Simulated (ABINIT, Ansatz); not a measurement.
# BaSi3 (Fm-3m): zone-centre phonons, part 2 of 4

Aim: the zone-centre modes of BaSi3 (Fm-3m).

ABINIT 10.8.3; DFT PBEsol, scalar-relativistic, plane waves, PseudoDojo norm-conserving pseudopotentials.

So far. Step 2 (Relaxation): The volume changes by +1.8 % from the cell with which this run began. The relaxed cell has a = 7.035 Å (conventional setting).

The structure was built from a prototype and need not be the compound's stable phase.

### Step 4. Zone-centre response

At q = 0 one unit cell holds all displacements. The response is solved for single atoms along the cell's directions, and symmetry skips those that follow from others. The crystal is treated as a metal, which screens a static field, so no field response is asked.

File dfpt_gamma.abi:

```

# common to the responses
getwfk_filepath "gso_WFK"
kptopt 2
nqpt 1
qpt 0.0 0.0 0.0
asr 0
chneut 0

# displacements
rfphon 1
rfatpol 1 4
rfdir 1 1 1
tolvrs 1.0d-10
prtwf 0

# basis, mesh and filling
ecut 21.5
ngkpt 8 8 8
nshiftk 1
shiftk 0.0 0.0 0.0
istwfk *1
occopt 7
tsmear 0.01
nband 18
nstep 100
diemac 1000000.0
prtebands 0
prtgsr 0
useylm 1

# cell and atoms
acell 9.400075804 9.400075804 9.400075804
rprim 
    -0.7071067812 0.0 0.7071067812
    0.0 0.7071067812 0.7071067812
    -0.7071067812 0.7071067812 0.0
ntypat 2
znucl 56 14
natom 4
typat 1 2 2 2
xred 
    0.0 0.0 0.0
    0.5 0.5 0.5
    0.75 0.75 0.75
    0.25 0.25 0.25
pp_dirpath "./pseudo"
pseudos "Ba.upf, Si.upf"
```

Launch:

```console
> OMP_NUM_THREADS=1 mpirun -n 4 abinit dfpt_gamma.abi > dfpt_gamma.log
```

Numbers of over 12 decimals in the logs are rounded to 6 here.

dfpt_gamma.abo, the main output file:

```text
[banners, grids, parts of the stress and lines that vanish by symmetry left out]
- input  file    -> dfpt_gamma.abi
- output file    -> dfpt_gamma.abo
- root for input  files -> dfpt_gammai
- root for output files -> dfpt_gammao

 Symmetries : space group Fm -3 m (#225); Bravais cF (face-center cubic)
================================================================================
 Values of the parameters that define the memory need of the present run (RF).
     intxc =       0      iscf =       7    lmnmax =      18     lnmax =       6
     mgfft =      40  mpssoang =       3    mqgrid =    3001     natom =       4
  nloc_mem =       1    nspden =       1   nspinor =       1    nsppol =       1
      nsym =      48    n1xccc =    2501    ntypat =       2    occopt =       7
   xclevel =       2
-    mband =          18        mffmem =           1         mkmem =          65
-   mkqmem =          65        mk1mem =          65           mpw =        2826
      nfft =       64000          nkpt =         260
- my_mband =          18
================================================================================
================================================================================

--------------------------------------------------------------------------------
------------- Echo of variables that govern the present computation ------------
--------------------------------------------------------------------------------
-
- outvars: echo of selected default values
-   iomode0 =  0 , fftalg0 =312 , wfoptalg0 =  0
-
- outvars: echo of global parameters not present in the input file
-  max_nthreads =    1
-
 -outvars: echo values of preprocessed input variables
 [... echo left out ...]
================================================================================

 chkinp: Checking input parameters for consistency.

[...]
== DATASET  1 ==================================================================
-   mpi_nproc: 4, omp_nthreads: 1 (-1 if OMP is not activated)

--- !DatasetInfo
iteration_state: {dtset: 1, }
dimensions: {natom: 4, nkpt: 260, mband: 18, nsppol: 1, nspinor: 1, nspden: 1, mpw: 2826, }
cutoff_energies: {ecut:  21.5, pawecutdg:  -1.0, }
electrons: {nelect:   2.20000000E+01, charge:   0.00000000E+00, occopt:   7.00000000E+00, tsmear:   1.00000000E-02, }
meta: {optdriver: 1, rfphon: 1, }
...

 mkfilename: getwfk from: gso_WFK

 Real(R)+Recip(G) space primitive vectors, cartesian coordinates (Bohr,Bohr^-1):
 R(1)= -6.6468573  0.0000000  6.6468573  G(1)= -0.0752235 -0.0752235  0.0752235
 R(2)=  0.0000000  6.6468573  6.6468573  G(2)=  0.0752235  0.0752235  0.0752235
 R(3)= -6.6468573  6.6468573  0.0000000  G(3)= -0.0752235  0.0752235 -0.0752235
 Unit cell volume ucvol=  5.8732579E+02 bohr^3
 Angles (23,13,12)=  6.00000000E+01  6.00000000E+01  6.00000000E+01 degrees
 setup1 : take into account q-point for computing boxcut.

 getcut: wavevector=  0.0000  0.0000  0.0000  ngfft=  40  40  40
         ecut(hartree)=     21.500   => boxcut(ratio)=   2.03866

--- Pseudopotential description ------------------------------------------------
- pspini: atom type   1  psp file is ./pseudo/Ba.upf

- pspini: atom type   2  psp file is ./pseudo/Si.upf

   1.09930130E+03                                ecore*ucvol(ha*bohr**3)
--------------------------------------------------------------------------------

 ==>  initialize data related to q vector <==

 The list of irreducible perturbations for this q vector is:
    1)    idir= 1    ipert=   1
    2)    idir= 1    ipert=   2
    3)    idir= 1    ipert=   3

[...]
The perturbation idir=   2  ipert=   1 is
 symmetric of a previously calculated perturbation.
 So, its SCF calculation is not needed.

 The perturbation idir=   3  ipert=   1 is
 symmetric of a previously calculated perturbation.
 So, its SCF calculation is not needed.

 The perturbation idir=   2  ipert=   2 is
 symmetric of a previously calculated perturbation.
 So, its SCF calculation is not needed.

 The perturbation idir=   3  ipert=   2 is
 symmetric of a previously calculated perturbation.
 So, its SCF calculation is not needed.

[...]
The perturbation idir=   2  ipert=   4 is
 symmetric of a previously calculated perturbation.
 So, its SCF calculation is not needed.

 The perturbation idir=   3  ipert=   4 is
 symmetric of a previously calculated perturbation.
 So, its SCF calculation is not needed.

--------------------------------------------------------------------------------
 Perturbation wavevector (in red.coord.)   0.000000  0.000000  0.000000
 Perturbation : displacement of atom   1   along direction   1
 Found     4 symmetries that leave the perturbation invariant.

[...]
dfpt_looppert : total number of electrons, from k and k+q
  fully or partially occupied states are    2.200000E+01 and    2.200000E+01.
 Initialisation of the first-order wave-functions :
  ireadwf=   0

--- !BeginCycle
iteration_state: {dtset: 1, }
solver: {iscf: 7, nstep: 100, nline: 4, wfoptalg: 0, }
tolerances: {tolvrs: 1.00E-10, }
...

     iter   2DEtotal(Ha)        deltaE(Ha) residm    vres2
-ETOT  1   7.966008     -1.145E+03 2.159E+00 2.201E+03
 ETOT  2   6.664595     -1.301E+00 1.895E-02 1.072E+01
 ETOT  3   6.659199     -5.396E-03 6.544E-04 1.336E+00
 ETOT  4   6.658767     -4.313E-04 8.189E-05 1.153E-02
 ETOT  5   6.658760     -7.105E-06 8.959E-06 4.565E-04
[...]
At SCF step    9       vres2   =  5.07E-11 < tolvrs=  1.00E-10 =>converged.
[...]
Mean square residual over all n,k,spin=   45.970E-13; max=  32.008E-10

 Thirteen components of 2nd-order total energy (hartree) are
 1,2,3: 0th-order hamiltonian combined with 1st-order wavefunctions
     kin0=   8.86431060E+02 eigvalue=   8.06984577E+01  local=  -6.28506631E+02
 4,5,6: 1st-order hamiltonian combined with 1st and 0th-order wfs
 loc psp =  -9.89932776E+02  Hartree=   3.24269925E+02     xc=  -8.88518825E+01
 note that "loc psp" includes a xc core correction that could be resolved
 7,8,9: eventually, occupation + non-local contributions
    edocc=   8.41407059E+01     enl0=   4.87697333E+02   enl1=  -1.30182516E+03
 1-9 gives the relaxation energy (to be shifted if some occ is /=2.0)
   erelax=  -1.14587897E+03
 10,11,12 Non-relaxation  contributions : frozen-wavefunctions and Ewald
 fr.local=   4.38445946E+02 fr.nonlo=   6.54072544E+02  Ewald=   7.56229295E+01
 13,14 Frozen wf xc core corrections (1) and (2)
 frxc 1  =  -1.17793251E+02  frxc 2 =   1.02189559E+02
 Resulting in :
 2DEtotal=    0.6658760061E+01 Ha. Also 2DEtotal=    0.181194091949E+03 eV
    (2DErelax=   -1.1458789673E+03 Ha. 2DEnonrelax=    1.1525377274E+03 Ha)
    (  non-var. 2DEtotal :    6.6587600587E+00 Ha)

[...]
Perturbation wavevector (in red.coord.)   0.000000  0.000000  0.000000
 Perturbation : displacement of atom   2   along direction   1
 Found     4 symmetries that leave the perturbation invariant.

[...]
dfpt_looppert : total number of electrons, from k and k+q
  fully or partially occupied states are    2.200000E+01 and    2.200000E+01.
 Initialisation of the first-order wave-functions :
  ireadwf=   0

--- !BeginCycle
iteration_state: {dtset: 1, }
solver: {iscf: 7, nstep: 100, nline: 4, wfoptalg: 0, }
tolerances: {tolvrs: 1.00E-10, }
...

     iter   2DEtotal(Ha)        deltaE(Ha) residm    vres2
-ETOT  1  0.925124     -1.321E+02 1.105E+00 2.418E+02
[...]
At SCF step    9       vres2   =  1.08E-11 < tolvrs=  1.00E-10 =>converged.
[...]
Mean square residual over all n,k,spin=   15.623E-12; max=  18.180E-09

 Thirteen components of 2nd-order total energy (hartree) are
 1,2,3: 0th-order hamiltonian combined with 1st-order wavefunctions
     kin0=   1.14306418E+02 eigvalue=  -7.19592036E+00  local=  -6.20150498E+01
 4,5,6: 1st-order hamiltonian combined with 1st and 0th-order wfs
 loc psp =  -7.97865261E+01  Hartree=   3.12065530E+01     xc=  -1.06379391E+01
 note that "loc psp" includes a xc core correction that could be resolved
 7,8,9: eventually, occupation + non-local contributions
    edocc=   9.08160328E+00     enl0=   5.74472405E+01   enl1=  -1.84599284E+02
 1-9 gives the relaxation energy (to be shifted if some occ is /=2.0)
   erelax=  -1.32192905E+02
 10,11,12 Non-relaxation  contributions : frozen-wavefunctions and Ewald
 fr.local=  -2.79335115E+00 fr.nonlo=   9.32992220E+01  Ewald=   4.53737577E+01
 13,14 Frozen wf xc core corrections (1) and (2)
 frxc 1  =  -1.22889115E+01  frxc 2 =   9.39013647E+00
 Resulting in :
 2DEtotal=    0.7879487191E+00 Ha. Also 2DEtotal=    0.214411769375E+02 eV
    (2DErelax=   -1.3219290484E+02 Ha. 2DEnonrelax=    1.3298085355E+02 Ha)
    (  non-var. 2DEtotal :    7.8794850933E-01 Ha)

[...]
Perturbation wavevector (in red.coord.)   0.000000  0.000000  0.000000
 Perturbation : displacement of atom   3   along direction   1
 Found     2 symmetries that leave the perturbation invariant.

--------------------------------------------------------------------------------

--------------------------------------------------------------------------------

 dfpt_looppert : total number of electrons, from k and k+q
  fully or partially occupied states are    2.200000E+01 and    2.200000E+01.
 Initialisation of the first-order wave-functions :
  ireadwf=   0

--- !BeginCycle
iteration_state: {dtset: 1, }
solver: {iscf: 7, nstep: 100, nline: 4, wfoptalg: 0, }
tolerances: {tolvrs: 1.00E-10, }
...

     iter   2DEtotal(Ha)        deltaE(Ha) residm    vres2
-ETOT  1   2.712203     -1.372E+02 8.668E-01 8.084E+02
[...]
ETOT  8   2.367107     -8.112E-11 3.978E-08 2.877E-09
 ETOT  9   2.367107     -8.527E-13 1.337E-08 1.260E-11

 At SCF step    9       vres2   =  1.26E-11 < tolvrs=  1.00E-10 =>converged.
[...]
Mean square residual over all n,k,spin=   89.372E-13; max=  13.369E-09

 Thirteen components of 2nd-order total energy (hartree) are
 1,2,3: 0th-order hamiltonian combined with 1st-order wavefunctions
     kin0=   1.18644143E+02 eigvalue=  -8.09782090E+00  local=  -6.63063556E+01
 4,5,6: 1st-order hamiltonian combined with 1st and 0th-order wfs
 loc psp =  -8.19309426E+01  Hartree=   3.35054626E+01     xc=  -1.13905807E+01
 note that "loc psp" includes a xc core correction that could be resolved
 7,8,9: eventually, occupation + non-local contributions
    edocc=   9.33294023E+00     enl0=   6.18180998E+01   enl1=  -1.93080834E+02
 1-9 gives the relaxation energy (to be shifted if some occ is /=2.0)
   erelax=  -1.37505888E+02
 10,11,12 Non-relaxation  contributions : frozen-wavefunctions and Ewald
 fr.local=  -1.73706172E-01 fr.nonlo=   9.76441338E+01  Ewald=   4.53737577E+01
 13,14 Frozen wf xc core corrections (1) and (2)
 frxc 1  =  -1.20616433E+01  frxc 2 =   9.09045319E+00
 Resulting in :
 2DEtotal=    0.2367107052E+01 Ha. Also 2DEtotal=    0.644122642646E+02 eV
    (2DErelax=   -1.3750588816E+02 Ha. 2DEnonrelax=    1.3987299521E+02 Ha)
    (  non-var. 2DEtotal :    2.3671069640E+00 Ha)

[...]
---- first-order wavefunction calculations are completed ----

 ==> Compute Derivative Database <==

 [... matrices left out ...]
  Phonon wavevector (reduced coordinates) :  0.00000  0.00000  0.00000
 Phonon energies in Hartree :
   2.739716E-06  2.739717E-06  2.739719E-06  4.435371E-04  4.435371E-04
   4.435371E-04  6.299976E-04  6.299976E-04  6.299976E-04  9.633674E-04
   9.633674E-04  9.633674E-04
 Phonon frequencies in cm-1    :
-  6.012981E-01  6.012983E-01  6.012987E-01  9.734515E+01  9.734515E+01
-  9.734515E+01  1.382685E+02  1.382685E+02  1.382685E+02  2.114347E+02
-  2.114347E+02  2.114347E+02

== END DATASET(S) ==============================================================
================================================================================

 -outvars: echo values of variables after computation
            acell      9.4000758040E+00  9.4000758040E+00  9.4000758040E+00 Bohr
           etotal      2.3671070515E+00
            fcart      0.0000000000E+00  0.0000000000E+00  0.0000000000E+00
           strten      0.0000000000E+00  0.0000000000E+00  0.0000000000E+00
================================================================================
```

Wall time 2.7 min (4 MPI ranks of Arm Neoverse V1, shared host); 11 min of CPU time.

This step gave:

```yaml
largest_acoustic_frequency_at_the_zone_centre_before_the_sum_rule: 0.6 cm⁻¹
highest_optical_zone_centre_mode_no_lo_to_term: 211.4 cm⁻¹
lowest_optical_zone_centre_mode: 97.35 cm⁻¹
```

The acoustic modes at Γ come out as far as 0.6 cm⁻¹ from zero, where they should vanish, a small numerical error.

[end of part 2 of 4]

[Host names and launcher messages were left out of these logs when they were recorded.]

[Logs are printed without paths, hosts, clocks, repeated set-up lines and the standing remarks that a program may print on its own settings, such as how far it seeks lower states.]

[Hosts, paths, dates, database ids (printed as entryN), source tags and the programs' standing remarks are cut or masked in the printed files.]
